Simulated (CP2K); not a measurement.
Two runs for the O K edge of ethynylketene. Run A: CP2K XAS_TDP, all-electron GAPW, PBEh(45%), aug-cc-pVDZ, TDA, no relativity. Run B differs in one setting.

First lines with a strength over 0.0015. A:

| atom | energy (eV) | states | strength, one atom |
| --- | --- | --- | --- |
| O5 (bonded to C) | 528.30 | 1 | 0.0428 |
|  | 531.49 | 1 | 0.0266 |
|  | 533.30 | 1 | 0.0027 |
|  | 535.36 | 1 | 0.0064 |
|  | 535.67 | 1 | 0.0029 |

B:

| atom | energy (eV) | states | strength, one atom |
| --- | --- | --- | --- |
| O5 (bonded to C) | 533.03 | 1 | 0.0424 |
|  | 536.22 | 1 | 0.0263 |
|  | 538.03 | 1 | 0.0027 |
|  | 540.10 | 1 | 0.0064 |
|  | 540.40 | 1 | 0.0028 |

Question: Which was it: the basis, the functional, GW2X switched on, scalar relativity switched on?

GW2X switched on. GW2X shifts an atom's lines together and keeps their spacings. Against PBEh(45%) in aug-cc-pVDZ, the leading line moves by +4.73 eV, to 533.03 eV.

[Hosts, paths, dates, database ids (printed as entryN), source tags and the programs' standing remarks are cut or masked in the printed files.]
